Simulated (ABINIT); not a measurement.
An input for ABINIT 10.8.3 (GaP (F-43m)):

```
acell 3*1.0 Angstrom
rprim 
  0.000000000000 2.725250000000 2.725250000000
  2.725250000000 0.000000000000 2.725250000000
  2.725250000000 2.725250000000 0.000000000000
ntypat 2
znucl 31 15
natom 2
typat 1 2
xred 
  0.000000000000 0.000000000000 0.000000000000
  0.250000000000 0.250000000000 0.250000000000
pp_dirpath "pseudos"
pseudos "Ga.upf, P.upf"
ecut 36
nspinor 2
ngkpt 4 4 4
nshiftk 1
shiftk 0 0 0
kptopt 1
chksymbreak 0
istwfk *1
occopt 1
irdwfk 1
optdriver 4
nband 72
gwcalctyp 0
ecutsigx 36
symsigma 0
nkptgw 2
kptgw 
  0.0000000000 0.0000000000 0.0000000000
  0.5000000000 0.5000000000 0.0000000000
bdgw 
  15 22
  15 22
ecuteps 3.6
irdscr 1
ppmodel 1
indata_prefix "in"
outdata_prefix "out"
tmpdata_prefix "tmp"
```

```sh
OMP_NUM_THREADS=1 mpirun -n 4 abinit run.abi > log
```

**Question.** How long will it take on 4 MPI ranks of Arm Neoverse V2, shared host, and how much memory?

It took 31 s; on shared hardware allow 16 s to 62 s. Peak host memory was 0.9 GiB.

[Paths, hosts, dates, memory and timing lines, banners, echoed tables and standing remarks are left out of the program output.]

[Logs are printed without paths, hosts, clocks, repeated set-up lines and the standing remarks that a program may print on its own settings, such as how far it seeks lower states.]

[Runs of the session that timed out or met a known fault of the program may be left out.]

[No measured gap is set beside runs whose start may be inverted or whose files or cutoffs have a known fault.]

[Hosts, paths, dates, database ids (printed as entryN), source tags and the programs' standing remarks are cut or masked in the printed files.]

[G0W0 gaps are taken among the corrected bands and points alone; a level outside them can change the order at an edge.]

[Where Ansatz stands beside ABINIT at settings called matched, ABINIT's density can come from a denser mesh and the files from another edition; pairs whose starting gaps differed by over 0.03 eV were left out, so agreement reads better than it is.]
